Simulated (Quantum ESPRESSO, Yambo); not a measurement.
**BaTiO3 (P4mm): G0W0 in Yambo against the bands**

Wanted: the cheapest bands that holds the gap of BaTiO3 (P4mm).

Main program and level: Yambo 5.3.0; PBE and many-body steps on it, plane waves.

This is a report of a sequence of runs, with most program output left out.

The database entry behind the starting cell differs from later determinations by our own check (c/a about 0.6 % short), so it need not match the best structure at ambient conditions.

### 1. Starting point

Symmetry: P4mm, No. 99, tetragonal system. The conventional cell has a = 4.000 Å, b = 4.000 Å, c = 4.018 Å, α = 90.00°, β = 90.00°, γ = 90.00°. Nearest to Ba lie 12 O at 2.79 to 2.88 Å. Ti has 6 O at 1.84 to 2.18 Å nearest. O has 2 Ti at 1.84 to 2.18 Å and 4 Ba at 2.83 Å nearest. Nearest to O lie 2 Ti at 2.00 Å and 4 Ba at 2.79 to 2.88 Å. Farther neighbours and most contacts between anions are not listed.

Structure file:

```xyz
5
Lattice="3.9998 0.0000 0.0000 0.0000 3.9998 0.0000 0.0000 0.0000 4.0180" Properties=species:S:1:pos:R:3 pbc="T T T"
Ba    0.0000    0.0000   -0.0005
Ti    1.9999    1.9999    1.9452
O     1.9999    1.9999    0.1038
O     1.9999    0.0000    2.0756
O     0.0000    1.9999    2.0756
```

Geometry: measured (diffraction); atoms relaxed with PBE. The runs that relaxed it are not among those shown. Spin-orbit coupling is left out unless a step names it.

### 2. 35 bands

This step: Yambo 5.3.0; G0W0 on PBE, plane waves, norm-conserving pseudopotentials.

G0W0 replaces the xc potential by the self-energy, built once from these orbitals. Only a window of levels is corrected, while the sums run over the empty bands that the input names.

gw1.in

```
HF_and_locXC
gw0
dyson
ppa
em1d
rim_cut
RandQpts= 1000000
RandGvec= 1 RL
EXXRLvcs= 76 Ry
VXCRLvcs= 304 Ry
Chimod= "HARTREE"
% BndsRnXp
 1 | 35 |
%
NGsBlkXp= 9 Ry
% LongDrXp
 1 | 1 | 1 |
%
% GbndRnge
 1 | 35 |
%
DysSolver= "n"
ExtendOut
PPAPntXp= 27.21138 eV
% QPkrange
 18 | 18 | 19 | 22 |
 1 | 1 | 19 | 22 |
%
```

The run is started by

```
OMP_NUM_THREADS=1 mpirun -n 8 yambo -F gw1.in -J gw1 -C gw1 > gw1.log
```

The job ended after 25 s (8 MPI ranks of Arm Neoverse V2, shared host; peak memory 4.3 GiB; 3.2 min of CPU time).

Numbers from this step:

```
G0W0 gap on the points computed              : 3.557 eV
starting gap on the mesh                     : 1.850 eV
k of the valence top                         : -0.5, -0.5, -0.5
k of the conduction bottom                   : 0, 0, 0
least direct G0W0 gap on the computed points : 3.917 eV
Z at the valence top                         : 0.7418
Z at the conduction bottom                   : 0.7638
```

The gap on the mesh goes from 1.85 eV to 3.56 eV, a correction of +1.71 eV.

### 3. 53 bands

gw2.in, as its differences from gw1.in of step 2:

```diff
@@ -12,3 +12,3 @@
 % BndsRnXp
- 1 | 35 |
+ 1 | 53 |
 %
@@ -19,3 +19,3 @@
 % GbndRnge
- 1 | 35 |
+ 1 | 53 |
 %
```

The run is started by

```
OMP_NUM_THREADS=1 mpirun -n 8 yambo -F gw2.in -J gw2 -C gw2 > gw2.log
```

It took 43 s on 8 MPI ranks; peak memory 4.2 GiB; 5.6 min of CPU time.

This step gave:

```
G0W0 gap on the points computed              : 3.394 eV
starting gap on the mesh                     : 1.850 eV
k of the valence top                         : -0.5, -0.5, -0.5
k of the conduction bottom                   : 0, 0, 0
least direct G0W0 gap on the computed points : 3.748 eV
Z at the valence top                         : 0.7565
Z at the conduction bottom                   : 0.7748
```

Against the run before, the gap moves by −0.163 eV.

### 4. 87 bands

gw3.in, as its differences from gw2.in of step 3:

```diff
@@ -12,3 +12,3 @@
 % BndsRnXp
- 1 | 53 |
+ 1 | 87 |
 %
@@ -19,3 +19,3 @@
 % GbndRnge
- 1 | 53 |
+ 1 | 87 |
 %
```

The run is started by

```
OMP_NUM_THREADS=1 mpirun -n 8 yambo -F gw3.in -J gw3 -C gw3 > gw3.log
```

Run time: 78 s. Hardware: 8 MPI ranks; peak memory 4.3 GiB.

Numbers from this step:

| Item | Value |
| --- | --- |
| G0W0 gap on the points computed | 3.361 eV |
| starting gap on the mesh | 1.850 eV |
| k of the valence top | -0.5, -0.5, -0.5 |
| k of the conduction bottom | 0, 0, 0 |
| least direct G0W0 gap on the computed points | 3.730 eV |

Against the run before, the gap moves by −0.033 eV.

### 5. 144 bands

gw4.in, as its differences from gw3.in of step 4:

```diff
@@ -12,3 +12,3 @@
 % BndsRnXp
- 1 | 87 |
+ 1 | 144 |
 %
@@ -19,3 +19,3 @@
 % GbndRnge
- 1 | 87 |
+ 1 | 144 |
 %
```

The run is started by

```
OMP_NUM_THREADS=1 mpirun -n 8 yambo -F gw4.in -J gw4 -C gw4 > gw4.log
```

It took 2.2 min on 8 MPI ranks; peak memory 4.4 GiB; 18 min of CPU time.

This step gave:

```
G0W0 gap on the points computed              : 3.313 eV
starting gap on the mesh                     : 1.850 eV
k of the valence top                         : -0.5, -0.5, -0.5
k of the conduction bottom                   : 0, 0, 0
least direct G0W0 gap on the computed points : 3.675 eV
```

Against the run before, the gap moves by −0.048 eV.

### 6. 211 bands

gw5.in, as its differences from gw4.in of step 5:

```diff
@@ -12,3 +12,3 @@
 % BndsRnXp
- 1 | 144 |
+ 1 | 211 |
 %
@@ -19,3 +19,3 @@
 % GbndRnge
- 1 | 144 |
+ 1 | 211 |
 %
```

The run is started by

```
OMP_NUM_THREADS=1 mpirun -n 8 yambo -F gw5.in -J gw5 -C gw5 > gw5.log
```

It took 3.3 min on 8 MPI ranks; peak memory 5.4 GiB; 26 min of CPU time.

This step gave:

* G0W0 gap on the points computed: 3.282 eV
* starting gap on the mesh: 1.850 eV
* k of the valence top: -0.5, -0.5, -0.5
* k of the conduction bottom: 0, 0, 0
* least direct G0W0 gap on the computed points: 3.647 eV

Against the run before, the gap moves by −0.031 eV.

### 7. 288 bands

gw6.in, as its differences from gw5.in of step 6:

```diff
@@ -12,3 +12,3 @@
 % BndsRnXp
- 1 | 211 |
+ 1 | 288 |
 %
@@ -19,3 +19,3 @@
 % GbndRnge
- 1 | 211 |
+ 1 | 288 |
 %
```

The run is started by

```
OMP_NUM_THREADS=1 mpirun -n 8 yambo -F gw6.in -J gw6 -C gw6 > gw6.log
```

It took 4.8 min on 8 MPI ranks; peak memory 6.6 GiB.

Numbers from this step:

```
G0W0 gap on the points computed              : 3.262 eV
starting gap on the mesh                     : 1.850 eV
k of the valence top                         : -0.5, -0.5, -0.5
k of the conduction bottom                   : 0, 0, 0
least direct G0W0 gap on the computed points : 3.626 eV
```

Against the run before, the gap moves by −0.021 eV.

### 8. Side by side

Times are wall times on 8 MPI ranks of Arm Neoverse V2, shared host, good to a factor of about two.

```
      run   mesh  bands  screening cutoff (eV)  DFT gap (eV)  gap on the mesh (eV)  direct (eV)     time
 35 bands  4×4×4     35                  122.5         1.850                 3.557        3.917     25 s
 53 bands  4×4×4     53                  122.5         1.850                 3.394        3.748     43 s
 87 bands  4×4×4     87                  122.5         1.850                 3.361        3.730     78 s
144 bands  4×4×4    144                  122.5         1.850                 3.313        3.675  2.2 min
211 bands  4×4×4    211                  122.5         1.850                 3.282        3.647  3.3 min
288 bands  4×4×4    288                  122.5         1.850                 3.262        3.626  4.8 min
```

### 9. Outcome

| Property | Result |
| --- | --- |
| 35 bands | 3.557 eV |
| 53 bands | 3.394 eV |
| 87 bands | 3.361 eV |
| 144 bands | 3.313 eV |
| 211 bands | 3.282 eV |
| 288 bands | 3.262 eV |
| known limits | not at the basis limit; no spin-orbit coupling; coarse k mesh |

What this shows: The setting moved: bands. From 35 bands to 288 bands the gap moves by −0.30 eV, for 11 times the time. The last step still moves it by −0.021 eV. Bands and screening cutoff are coupled, so a series along one setting does not show full convergence. Bands and cutoff are finite, so the gap is not at the basis limit. The miss can reach some tenths of an eV and take either sign; the mesh is an error of its own. In the G0W0 runs levels were corrected at 2 k points alone, so a gap called «on the mesh» is the least over those, and an edge elsewhere would be missed. The 4×4×4 mesh is coarse for this cell, which bears on the long-range parts of exchange and screening. The many-body steps are scalar-relativistic: spin-orbit coupling is not in them.

[Paths, hosts, dates, memory and timing lines, banners, echoed tables and standing remarks are left out of the program output.]

[Logs are printed without paths, hosts, clocks, repeated set-up lines and the standing remarks that a program may print on its own settings, such as how far it seeks lower states.]

[Runs of the session that timed out or met a known fault of the program may be left out.]

[Hosts, paths, dates, database ids (printed as entryN), source tags and the programs' standing remarks are cut or masked in the printed files.]
